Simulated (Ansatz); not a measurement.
# Localised basis functions on twisted h-AlN/h-SiC alternating trilayer, 38.21° (42 atoms), part 3 of 3

Aim: test how closely localised support functions follow the reference on twisted h-AlN/h-SiC alternating trilayer, 38.21° (42 atoms), and at what cost. A setting counts as converged where the r.m.s. difference of forces stays under 1 % of the r.m.s. force.

Ansatz 0.2.0; Kohn-Sham DFT, PBE+D3(BJ), PAW (set soft_2), plane waves.

The cell: 14 Al, 14 N, 7 Si and 7 C. Beside vacuum, support functions can miss their usual error bounds without a warning.

So far. Step 12 (Support functions medium, radius 5.81 Å): Forces differ from the reference by 0.11 meV/Å r.m.s., 0.031 % of their size, well within a tolerance of 1 %; the energy by -0.21 meV/atom. It took 6.4 times the reference's time (shared host, so rough). The two runs also began from different starting densities, which bears on cycles and time.

### 13. With kpoints.mp_grid.grid = [2, 2, 1] and scf.n_extra_bands = 4

Changed here: kpoints.mp_grid.grid = [2, 2, 1] and scf.n_extra_bands = 4.

This step: Kohn-Sham DFT, PBE+D3(BJ), PAW (set soft_2), plane waves (Ansatz 0.2.0).

File input.yaml:

```yaml
crystal:
  lattice:
    - [8.2415, 0.0, 0.0]
    - [-4.12075, 7.13735, 0.0]
    - [0.0, 0.0, 20.35]
  atoms:
    [... the 42 atom lines of step 2 ...]
kpoints:
  mp_grid: { grid: [2, 2, 1] }
hamiltonian:
  xc: pbe
  dispersion: d3bj
scf:
  occupations: { method: fermi_dirac, width: 0.025 }
  n_extra_bands: 4
output:
  forces: true
  populations: true
  dos:
    method: { smearing: { sigma: 0.08 } }
    de: 0.1
    projected:
      site_lists:
        Al: [Al]
        C: [C]
        "N": ["N"]
        Si: [Si]
        layer_1: [0, 1, 2, 3, 4, 5, 6, 7, 8, 9, 10, 11, 12, 13]
        layer_2: [14, 15, 16, 17, 18, 19, 20, 21, 22, 23, 24, 25, 26, 27]
        layer_3: [28, 29, 30, 31, 32, 33, 34, 35, 36, 37, 38, 39, 40, 41]
  eigenvalues: true
```

On the command line:

```console
ansatz run input.yaml --threads 4 --pin off --max-ram 8192MiB --backend cpu --events-out ev --progress --plain --runs-dir out
```

Numbers of over 12 decimals in the logs are rounded to 6 here.

Log:

```text
[...]
Crystal: 42 atoms, lattice volume = 1197.037 Å³
Basis set: ecut = 420 eV, 23439 PW (Γ), exchange–correlation on 120×120×288 points (8 copies of the dense FFT grid, shifted against one another)
Bands: 88, of which v1, the nominal top of the filled ones, is band 84 counted from 1 (83 counted from 0)
Symmetry: 1 space group operations
[...]
k-points: 4
[...]
SCF iter   1: F=—  HF=-19134.906742 eV  |F-HF|=—  |Δ(HF+E_count)|=         —  Δρ=2.09e-3  dr2=1.40e-1  ethr=1.77e-3  ⟨swp⟩=8.5  Hψ=2183  notcnv=0
[...]
SCF iter   9: F=-19134.900750 eV  HF=-19134.900750 eV  |F-HF|=5.02e-9  |Δ(HF+E_count)|=   1.71e-8  Δρ=1.03e-6  dr2=1.94e-8  ethr=5.95e-11  ⟨swp⟩=7.0  Hψ=1631  notcnv=0
SCF 1 converged in 9 iterations: F = -19134.900750 eV  dr2 = 1.94e-8
[...]
SCF converged after 9 iterations
Free energy (F): -19134.900750 eV
[...]
Internal energy: -19134.900750 eV  (E = F + TS)
E sigma→0 (E₀):  -19134.900750 eV
Fermi energy:    0.847302 eV
[...]
--- Forces (eV/Å), atoms counted from 1 ---
  atom   1  Al     0.10279222     0.19419471     0.22575951
  atom   2  N     -0.06081111    -0.74640256    -0.10663865
  atom   3  Al     0.00242144     0.34024817    -0.05044377
  atom   4  N      0.44474277    -0.39690181    -0.22292819
  atom   5  Al     0.17729240     0.58343024     0.03650470
  atom   6  N     -0.34463568    -0.17811599    -0.25727487
  atom   7  Al    -0.49371043    -0.50900819    -0.08733598
  atom   8  N     -0.47643045    -0.56650086    -0.41613688
  atom   9  Al     0.17150131     0.39257302     0.20985602
  atom  10  N      0.01602641     0.54560658    -0.06360389
  atom  11  Al     0.47746163     0.19202641    -0.10024616
  atom  12  N      0.13350578    -0.19280635    -0.07787335
  atom  13  Al     0.35230377    -0.15617786     0.13573486
  atom  14  N     -0.52074156     0.48525338    -0.19052839
[...]
atom  41  Al    -0.04598994     0.24051375    -0.32492059
  atom  42  N     -0.21709996    -0.51441602     0.34631417
  max |Σ_I F_I| component: 1.58e-5 eV/Å
--- Band table (eV) ---
[...]
--- Löwdin populations: 42 sites ---
  site symbol       q [e]
     0     Al      1.8539
     1      N      6.0786
     2     Al      1.8630
[...]
41      N      6.0795
  spilling = 0.010271 (of n_electrons = 168.000000)
```

The job ended after 34 s (4 threads of Arm Neoverse N1, shared host; peak memory 3.1 GiB; 2.1 min of CPU time).

Forces differ from the reference by 3.1 meV/Å r.m.s., 0.87 % of their size, within a tolerance of 1 %; the energy by +0.59 meV/atom and the gap by -0.094 eV.

### 14. The ladder side by side

Each row is set against the plane-wave reference (Kohn-Sham DFT, PBE+D3(BJ), PAW (set soft_2), plane waves; r.m.s. force component 0.356 eV/Å). Energies are set beside the reference only for runs with its functional, potentials and electron count. Times are for 4 threads of Arm Neoverse N1, shared host. The reference's time includes the DOS, ELF and grids, which some other runs skip.

| run | Δ force, r.m.s. (meV/Å) | share of r.m.s. force (%) | Δ energy (meV/atom) | Δ gap (eV) | cycles | time | host memory (GiB) |
| --- | --- | --- | --- | --- | --- | --- | --- |
| reference | - | - | - | - | 8 | 93 s | 3.1 |
| plane waves at 750 eV (750 eV) | 0.164 | 0.0461 | -2.38 | 1.0e-4 | 8 | 2.2 min | 5.3 |
| kpoints.mp_grid.grid = [2, 2, 1] and scf.n_extra_bands = 4 | 3.10 | 0.871 | 0.595 | -0.0939 | 9 | 34 s | 3.1 |

### 15. The ladder side by side

Each row is set against the run with plane waves at 750 eV (Kohn-Sham DFT, PBE+D3(BJ), PAW (set soft_2), plane waves; r.m.s. force component 0.356 eV/Å). Energies are set beside the reference only for runs with its functional, potentials and electron count. Times are for 4 threads of Arm Neoverse N1, shared host.

| run | Δ force, r.m.s. (meV/Å) | share of r.m.s. force (%) | Δ energy (meV/atom) | Δ gap (eV) | cycles | time | host memory (GiB) |
| --- | --- | --- | --- | --- | --- | --- | --- |
| reference | - | - | - | - | 8 | 2.2 min | 5.3 |
| support functions medium | 0.192 | 0.054 | -0.206 | -1.0e-4 | 16 | 5.2 min | 2.7 |
| support functions low | 0.234 | 0.0656 | -0.206 | -2.0e-4 | 13 | 4.4 min | 2.6 |
| support functions high | 0.03 | 0.0084 | -0.157 | 0 | 17 | 11 min | 4.7 |
| support functions medium, radius 3.76 Å | 0.224 | 0.0629 | -0.206 | -2.0e-4 | 15 | 3.6 min | 2.7 |
| support functions medium, radius 4.07 Å | 0.205 | 0.0576 | -0.206 | -1.0e-4 | 14 | 4 min | 2.9 |
| support functions medium, radius 4.34 Å | 0.155 | 0.0435 | -0.206 | -1.0e-4 | 14 | 4.8 min | 3.2 |
| support functions medium, radius 4.65 Å | 0.14 | 0.0394 | -0.206 | -1.0e-4 | 14 | 6.3 min | 3.5 |
| support functions medium, radius 5.23 Å | 0.105 | 0.0295 | -0.206 | 0 | 14 | 10 min | 4.2 |
| support functions medium, radius 5.81 Å | 0.111 | 0.0312 | -0.206 | 0 | 14 | 14 min | 5.0 |

### 16. The first run in detail

The first run, on the default basis, asked for the full analyses, so its electronic structure is set out here.

Length of the force by element:

| element | coordination | atoms | mean length of the force (eV/Å) | spread | least | most |
| --- | --- | --- | --- | --- | --- | --- |
| Al | all | 14 | 0.510 | 0.244 | 0.0937 | 0.992 |
| C | all | 7 | 0.703 | 0.146 | 0.515 | 0.961 |
| N | all | 14 | 0.600 | 0.213 | 0.247 | 1.08 |
| Si | all | 7 | 0.500 | 0.250 | 0.217 | 0.900 |

Löwdin charges by element (they lack the spilled electrons, 0.041 e an atom on average):

| element | coordination | atoms | mean charge (e) | spread | least | most |
| --- | --- | --- | --- | --- | --- | --- |
| Al | all | 14 | 1.14 | 0.004 | 1.14 | 1.15 |
| C | all | 7 | -0.96 | 0.0116 | -0.979 | -0.949 |
| N | all | 14 | -1.08 | 0.0038 | -1.09 | -1.08 |
| Si | all | 7 | 1.08 | 0.0104 | 1.06 | 1.10 |

By region:

| region | atoms | mean length of the force (eV/Å) |
| --- | --- | --- |
| layer 1 | 14 | 0.545 |
| layer 2 | 14 | 0.602 |
| layer 3 | 14 | 0.565 |

Density of states as counts of states in windows of 1 eV (from the Fermi level), total and the larger projections:

| from (eV) | to (eV) | total | N p | layer 2 | layer 3 | layer 1 | C p | Al p |
| --- | --- | --- | --- | --- | --- | --- | --- | --- |
| -10 | -9 | 0.1 | 0.0 | 0.1 | 0.0 | 0.0 | 0.0 | 0.0 |
| -9 | -8 | 5.7 | 0.0 | 5.6 | 0.0 | 0.0 | 2.9 | 0.0 |
| -8 | -7 | 2.7 | 0.0 | 2.7 | 0.0 | 0.0 | 1.4 | 0.0 |
| -7 | -6 | 8.9 | 4.0 | 2.9 | 3.1 | 2.9 | 1.6 | 0.6 |
| -6 | -5 | 21.7 | 10.2 | 6.4 | 7.4 | 7.7 | 3.5 | 2.0 |
| -5 | -4 | 15.8 | 7.0 | 6.2 | 4.9 | 4.6 | 3.8 | 1.3 |
| -4 | -3 | 25.3 | 13.2 | 7.8 | 8.7 | 8.5 | 5.3 | 3.3 |
| -3 | -2 | 29.1 | 19.8 | 5.4 | 11.5 | 11.8 | 3.9 | 3.3 |
| -2 | -1 | 15.0 | 10.2 | 3.6 | 5.5 | 5.5 | 2.9 | 0.8 |
| -1 | 0 | 1.8 | 0.9 | 0.8 | 0.4 | 0.5 | 0.7 | 0.0 |
| 0 | 1 | 1.8 | 0.1 | 1.3 | 0.2 | 0.2 | 0.2 | 0.3 |
| 1 | 2 | 5.6 | 0.4 | 3.4 | 0.8 | 0.8 | 0.6 | 0.5 |
| 2 | 3 | 10.7 | 0.6 | 5.4 | 1.8 | 1.8 | 1.3 | 1.4 |
| 3 | 4 | 14.5 | 1.3 | 3.9 | 4.0 | 3.6 | 1.2 | 5.0 |

The curve was stored every 0.100 eV, coarse against its broadening of 0.08 eV, so these counts are rough.

Between -16 and -10 eV lie 42 more states.

The levels nearest the highest filled one (over half full), pooled over k-points and spins:

| level less the highest filled one (eV) | occupation |
| --- | --- |
| -0.440 | 2 |
| -0.387 | 2 |
| -0.0657 | 2 |
| -0.0574 | 2 |
| -0.0459 | 2 |
| 0 | 2 |
| 1.56 | 0 |
| 1.66 | 0 |
| 1.66 | 0 |
| 1.70 | 0 |
| 2.10 | 0 |
| 2.11 | 0 |

Planar average of the electrostatic potential energy along the normal, with the Fermi level as zero, after a running mean with a triangular window 4 Å wide at its base:

| height (Å) | potential energy (eV) |
| --- | --- |
| 0.0 | 3.96 |
| 0.6 | 3.97 |
| 1.1 | 3.97 |
| 1.7 | 3.97 |
| 2.3 | 3.98 |
| 2.8 | 3.98 |
| 3.5 | 3.96 |
| 4.1 | 3.84 |
| 4.7 | 3.30 |
| 5.2 | 1.75 |
| 5.8 | -0.63 |
| 6.4 | -3.05 |
| 6.9 | -4.43 |
| 7.5 | -3.90 |
| 8.1 | -2.85 |
| 8.6 | -3.20 |
| 9.2 | -4.95 |
| 9.8 | -7.31 |
| 10.5 | -7.64 |
| 11.0 | -5.33 |
| 11.6 | -3.31 |
| 12.2 | -2.64 |
| 12.7 | -3.55 |
| 13.3 | -4.48 |
| 13.8 | -3.59 |
| 14.4 | -1.32 |
| 15.0 | 1.15 |
| 15.5 | 2.95 |
| 16.1 | 3.70 |
| 16.7 | 3.89 |
| 17.4 | 3.93 |
| 17.9 | 3.94 |
| 18.5 | 3.95 |
| 19.1 | 3.95 |
| 19.6 | 3.96 |
| 20.2 | 3.96 |

Valence density in the ca plane at fractional y = 0.044, with atoms of N and C within 0.2 Å of it. It is the smooth field of the valence electrons, not physical close to the nuclei.

Ten steps, logarithmic in the rise over the least value, from '0' (0.0 e/Å³) to '9' (3.5 e/Å³), each cell a mean:
```
00000012333221123343221123333210000000000000
00000123454321234555421224554321000000000000
00000124555432245777532234555321000000000000
00000123455432246887642234554321000000000000
00000123444322246887642223444321000000000000
00000112333322246787532223333210000000000000
00000112344322235676532123443210000000000000
00000123444322234555432223444311000000000000
00000123555422234444432234554321000000000000
00000124555432235555432234555321000000000000
00000123444432235665432234444321000000000000
00000123323322234565432223333321000000000000
00000123333322224454321223333221000000000000
00000124455432223444321234554321000000000000
00000135677532223444322246776431000000000000
00000136899642234554422357998531000000000000
00000246999743234565432358998631000000000000
00000136899742235666432357998531000000000000
00000134677532234565432235776421000000000000
00000123444321123444321123444311000000000000
00000012233211112333211112332210000000000000
00000012222211112232211112222110000000000000
```
Columns run along c (16.0 Å, from fractional 0.18 to 0.97 of the cell), rows up along a (8.2 Å). Atoms in or near the plane, at fractional coordinates: N at (0.34, 0.24), C at (0.50, 0.81), N at (0.66, 0.24).

ELF in the ca plane at fractional y = 0.044, with atoms of N and C within 0.2 Å of it. It is the smooth field of the valence electrons, not physical close to the nuclei.

Values, 12 rows by 16 columns, each cell a mean:
```
0.00 0.00 0.00 0.00 0.03 0.22 0.45 0.24 0.13 0.43 0.31 0.09 0.41 0.39 0.11 0.01
0.00 0.00 0.00 0.00 0.06 0.43 0.74 0.44 0.34 0.61 0.62 0.18 0.68 0.67 0.21 0.02
0.00 0.00 0.00 0.00 0.04 0.23 0.30 0.22 0.42 0.50 0.65 0.17 0.29 0.31 0.12 0.01
0.00 0.00 0.00 0.00 0.03 0.17 0.31 0.18 0.38 0.85 0.73 0.13 0.28 0.28 0.09 0.01
0.00 0.00 0.00 0.00 0.06 0.35 0.64 0.37 0.27 0.33 0.40 0.16 0.58 0.56 0.18 0.02
0.00 0.00 0.00 0.00 0.06 0.39 0.56 0.40 0.34 0.72 0.63 0.20 0.55 0.57 0.20 0.02
0.00 0.00 0.00 0.00 0.04 0.18 0.06 0.14 0.24 0.64 0.50 0.13 0.09 0.13 0.12 0.01
0.00 0.00 0.00 0.00 0.07 0.44 0.64 0.46 0.15 0.41 0.31 0.18 0.62 0.62 0.24 0.02
0.00 0.00 0.00 0.01 0.17 0.62 0.65 0.63 0.20 0.47 0.39 0.28 0.69 0.72 0.40 0.06
0.00 0.00 0.00 0.01 0.16 0.60 0.61 0.61 0.28 0.82 0.64 0.27 0.66 0.70 0.39 0.06
0.00 0.00 0.00 0.00 0.05 0.32 0.58 0.34 0.15 0.52 0.37 0.12 0.52 0.50 0.17 0.02
0.00 0.00 0.00 0.00 0.01 0.06 0.12 0.07 0.04 0.11 0.08 0.03 0.11 0.10 0.03 0.00
```
Columns run along c (16.0 Å, from fractional 0.03 to 0.82 of the cell), rows up along a (8.2 Å). Atoms in or near the plane, at fractional coordinates: N at (0.34, 0.24), C at (0.50, 0.81), N at (0.66, 0.24).

Mean Löwdin charges: Al +1.14, C -0.96, N -1.08, Si +1.08 e (they miss 1.0 % of the electrons, so they add up to more than the cell's charge). The potential stands 4.72 eV above the highest filled level over the upper face and 4.76 eV under the lower one, a reading of the ionisation potential at this level, but a rough one: there is no dipole correction, and the values are taken inside the vacuum, not at the faces.

### 17. Distances and neighbours

These statistics describe the geometry on which the runs were made.

Normalised to the volume that the atoms fill. g(r), total and by pair (bins of 0.2 Å):

| r (Å) | total | Al-Al | Al-N | Al-C | Al-Si | N-N | N-C |
| --- | --- | --- | --- | --- | --- | --- | --- |
| 1.70 | 2.54 | 0.00 | 7.95 | 0.00 | 0.00 | 0.00 | 0.00 |
| 1.90 | 1.80 | 0.00 | 5.10 | 0.00 | 0.00 | 0.00 | 0.00 |
| 2.10 | 0.00 | 0.00 | 0.00 | 0.00 | 0.00 | 0.00 | 0.00 |
| 2.30 | 0.00 | 0.00 | 0.00 | 0.00 | 0.00 | 0.00 | 0.00 |
| 2.50 | 0.00 | 0.00 | 0.00 | 0.00 | 0.00 | 0.00 | 0.00 |
| 2.70 | 0.00 | 0.00 | 0.00 | 0.00 | 0.00 | 0.00 | 0.00 |
| 2.90 | 0.00 | 0.00 | 0.00 | 0.00 | 0.00 | 0.00 | 0.00 |
| 3.10 | 2.98 | 8.67 | 0.00 | 0.00 | 0.40 | 8.65 | 0.40 |
| 3.30 | 0.58 | 0.00 | 0.00 | 1.14 | 1.41 | 0.00 | 1.58 |
| 3.50 | 1.05 | 0.00 | 2.12 | 1.01 | 0.68 | 0.00 | 0.51 |
| 3.70 | 1.15 | 0.00 | 1.14 | 1.80 | 1.55 | 0.00 | 1.69 |
| 3.90 | 0.53 | 0.00 | 0.00 | 0.76 | 1.67 | 0.00 | 1.53 |
| 4.10 | 0.27 | 0.00 | 0.00 | 1.20 | 0.00 | 0.00 | 0.00 |
| 4.30 | 0.33 | 0.00 | 0.00 | 1.50 | 0.00 | 0.00 | 0.00 |
| 4.50 | 0.54 | 0.00 | 0.00 | 0.00 | 2.43 | 0.00 | 2.43 |
| 4.70 | 1.71 | 0.00 | 3.71 | 0.99 | 1.06 | 0.00 | 1.06 |
| 4.90 | 0.33 | 0.00 | 0.00 | 1.58 | 0.00 | 0.00 | 0.00 |
| 5.10 | 0.21 | 0.00 | 0.00 | 0.15 | 0.82 | 0.00 | 0.82 |
| 5.30 | 1.20 | 1.94 | 0.00 | 0.73 | 1.78 | 1.80 | 1.78 |
| 5.50 | 0.51 | 0.95 | 0.00 | 0.80 | 0.00 | 1.09 | 0.00 |
| 5.70 | 0.42 | 0.00 | 0.00 | 1.16 | 0.75 | 0.00 | 0.74 |
| 5.90 | 0.15 | 0.00 | 0.00 | 0.65 | 0.06 | 0.00 | 0.00 |
| 6.10 | 0.40 | 0.05 | 0.00 | 0.37 | 1.26 | 0.05 | 1.32 |
| 6.30 | 1.25 | 2.46 | 0.00 | 0.91 | 1.23 | 2.46 | 1.23 |
| 6.50 | 0.83 | 0.00 | 2.42 | 0.33 | 0.00 | 0.00 | 0.00 |
| 6.70 | 0.48 | 0.00 | 0.55 | 1.07 | 0.54 | 0.00 | 0.54 |
| 6.90 | 0.36 | 0.00 | 0.00 | 0.43 | 1.08 | 0.00 | 1.25 |
| 7.10 | 0.64 | 1.68 | 0.55 | 0.08 | 0.41 | 1.68 | 0.24 |

Bonds by pair of elements; cutoffs follow the first minimum of g(r), held within bounds set by covalent radii, and pairs that aren't listed don't count as bonded:

| pair A-B | cutoff (Å) | bonds | mean length (Å) | spread (Å) | shortest (Å) | B about A | A about B |
| --- | --- | --- | --- | --- | --- | --- | --- |
| Al-N | 2.25 | 42 | 1.80 | 0.015 | 1.77 | 3 | 3 |
| C-Si | 2.23 | 21 | 1.80 | 0.017 | 1.77 | 3 | 3 |

How many atoms have how many bonded neighbours:

| element | mean | 3 |
| --- | --- | --- |
| Al | 3 | 14 |
| C | 3 | 7 |
| N | 3 | 14 |
| Si | 3 | 7 |

Counting bonds as in the table, all Al atoms have 3, all C atoms have 3, all N atoms have 3 and all Si atoms have 3 bonded neighbours.

A closer look about N32, which bears the longest force: 17 atoms, nearest first, numbered in the order of the input, with positions taken from that point.

| atom | x | y | z | distance (Å) | bonds | Löwdin charge (e) | Fx | Fy | Fz (eV/Å) |
| --- | --- | --- | --- | --- | --- | --- | --- | --- | --- |
| N32 | 0.00 | 0.00 | 0.00 | 0.00 | 3 | -1.09 | 1.04 | 0.16 | 0.26 |
| Al29 | -0.57 | -1.68 | 0.00 | 1.77 | 3 | 1.15 | 0.35 | -0.89 | -0.25 |
| Al31 | -1.15 | 1.35 | 0.02 | 1.77 | 3 | 1.14 | -0.24 | 0.61 | -0.04 |
| Al35 | 1.80 | 0.34 | 0.00 | 1.83 | 3 | 1.14 | -0.91 | 0.28 | 0.00 |
| N40 | -2.32 | -2.04 | 0.01 | 3.09 | 3 | -1.08 | -0.32 | 0.15 | 0.13 |
| N42 | -2.92 | 1.03 | -0.01 | 3.10 | 3 | -1.08 | -0.22 | -0.52 | 0.35 |
| N36 | 2.95 | -1.02 | -0.01 | 3.12 | 3 | -1.09 | 0.48 | -0.16 | 0.46 |
| N34 | -0.57 | 3.07 | 0.01 | 3.12 | 3 | -1.08 | 0.25 | -0.25 | 0.25 |
| N38 | 2.37 | 2.05 | 0.00 | 3.13 | 3 | -1.09 | -0.02 | -0.32 | 0.16 |
| N30 | 0.61 | -3.07 | 0.01 | 3.13 | 3 | -1.08 | -0.44 | 0.36 | 0.12 |
| C18 | 0.59 | 1.04 | -3.19 | 3.41 | 3 | -0.95 | 0.54 | -0.79 | 0.05 |
| Si17 | 1.21 | -0.68 | -3.18 | 3.47 | 3 | 1.08 | -0.53 | 0.73 | -0.03 |
| Al39 | -3.52 | -0.68 | 0.01 | 3.58 | 3 | 1.14 | 0.20 | 0.13 | -0.10 |
| Al37 | 1.20 | 3.40 | 0.00 | 3.60 | 3 | 1.15 | -0.20 | 0.29 | -0.20 |
| Al33 | 2.37 | -2.72 | 0.01 | 3.60 | 3 | 1.15 | 0.06 | -0.07 | 0.00 |
| Si21 | -1.16 | 1.37 | -3.18 | 3.65 | 3 | 1.06 | -0.09 | 0.20 | 0.00 |
| C20 | 0.02 | -2.01 | -3.18 | 3.76 | 3 | -0.97 | -0.17 | -0.48 | 0.01 |

The column of bonds counts only the pairs Al-N within 2.25 Å, C-Si within 2.23 Å; other neighbours, such as metal atoms beside each other in a compound, aren't counted, and periodic images can show an atom twice.

### 18. Summary of results

```
free energy per atom                             : -455.5935 eV/atom
r.m.s. force component                           : 0.356 eV/Å
gap (highest filled to lowest empty level) : 1.556 eV
potential in mid-vacuum, over the Fermi level    : 3.96 eV
wall time of the 12 DFT runs                     : 68 min
```

**Reading.** Against plane waves at 750 eV, the forces differ by 0.19 meV/Å (0.054 %) with support functions medium, and by 0.03 meV/Å in the closest run (support functions high). At 42 atoms the fastest of the runs at a preset level, support functions low, takes 2.0 times the time of plane waves, in 13 SCF cycles against 8. Differences between support functions and plane waves include what basis error the plane-wave run still has. As the radius goes from 3.76 to 5.81 Å, the force difference goes from 0.22 to 0.11 meV/Å (not steadily; the least is 0.10 at 5.23 Å), while the time lies between 3.6 min and 14 min.

The highest filled and lowest empty levels differ by 1.56 eV (on the run's k-points); a semilocal functional tends to put such gaps too low. The potential stands 4.72 eV above the highest filled level over the upper face and 4.76 eV under the lower one, a reading of the ionisation potential at this level, but a rough one: there is no dipole correction, and the values are taken inside the vacuum, not at the faces. Counting bonds as in the table, all Al atoms have 3, all C atoms have 3, all N atoms have 3 and all Si atoms have 3 bonded neighbours.

**Limits.** The geometry was built by rule, was displaced at random and isn't relaxed at this level: its force components are 0.36 eV/Å r.m.s.

[Logs are printed without paths, hosts, clocks, repeated set-up lines and the standing remarks that a program may print on its own settings, such as how far it seeks lower states.]

[Hosts, paths, dates, database ids (printed as entryN), source tags and the programs' standing remarks are cut or masked in the printed files.]
